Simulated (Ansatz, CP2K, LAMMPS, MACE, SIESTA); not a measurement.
**Other levels on Ga2O3 with crystalline order left by the classical run (100 atoms)**

Density of this cell: 6.15 g/cm³. The cell holds 100 atoms: 40 Ga and 60 O. Cell: a = 10.043 Å, b = 10.043 Å, c = 10.043 Å, α = 90.0°, β = 90.0°, γ = 90.0°. 100 atoms (40 Fe, 60 O) placed at random at 4.44 g/cm³, melted at 5000 K for 10 ps at fixed volume with the Morse and Coulomb pair potential with partial charges (Pedone, Malavasi, Menziani, Cormack and Segre, J. Phys. Chem. B 110, 11780 (2006)). Quenched from 5000 K to 300 K at 100 K/ps and fixed volume, held 10 ps at zero pressure, then minimised at fixed cell. Then Fe was replaced by Ga and the cell scaled by 1.003 (the potential has no terms for the new elements, so the cell is a start for a DFT relaxation).

Geometry: as built.

The reference, a calculation:

* method: Kohn-Sham DFT, PBE, PAW, plane waves (Ansatz 0.2.0); cutoff 420 eV, Γ point, fermi-dirac smearing of 0.05 eV; PAW set soft_2
* r.m.s. force component: 0.34 eV/Å
* longest force: 1.249 eV/Å
* gap (highest filled to lowest empty level): 1.907 eV
* SCF cycles: 8
* time: 17 s on 8 threads of Arm Neoverse N1, shared host
* CPU time: 2.1 min

Runs, in no order:
A. CP2K PBE, SZV-MOLOPT-SR, 600/40 Ry, OT DIIS: Kohn-Sham DFT, PBE, GTH-PBE pseudopotentials, Gaussian and plane waves, SZV-MOLOPT-SR-GTH, orbital transformation
B. SIESTA PBE, DZP, shift 0.01 Ry, mesh 350 Ry: Kohn-Sham DFT, PBE, PseudoDojo 0.4.1 norm-conserving pseudopotentials (converted to PSML), numerical atomic orbitals (DZP), diagonalisation
C. MACE MP-0b2 small potential: machine-learned interatomic potential MACE MP-0b2 small, trained on PBE(+U) plane-wave data

Q: Order them from the smallest to the largest r.m.s. force difference.

C, B, A.

```
                                           run  Δ force, r.m.s. (meV/Å)  share of r.m.s. force (%)  CPU time
                C. MACE MP-0b2 small potential                     66.6                       19.6      10 s
B. SIESTA PBE, DZP, shift 0.01 Ry, mesh 350 Ry                      113                       33.1    17 min
A. CP2K PBE, SZV-MOLOPT-SR, 600/40 Ry, OT DIIS                      201                       59.2    12 min
```

Machine-learned potentials mimic data converged in k, so the reference's own k-point error enters their differences. The network of bonds at the start is that of the classical potential that made the cell, and needn't be the one that DFT or experiment would give. The electronic-structure runs sample only Γ, in a cell whose shortest periodic width is 10 Å.

[Logs are printed without paths, hosts, clocks, repeated set-up lines and the standing remarks that a program may print on its own settings, such as how far it seeks lower states.]

[Hosts, paths, dates, database ids (printed as entryN), source tags and the programs' standing remarks are cut or masked in the printed files.]
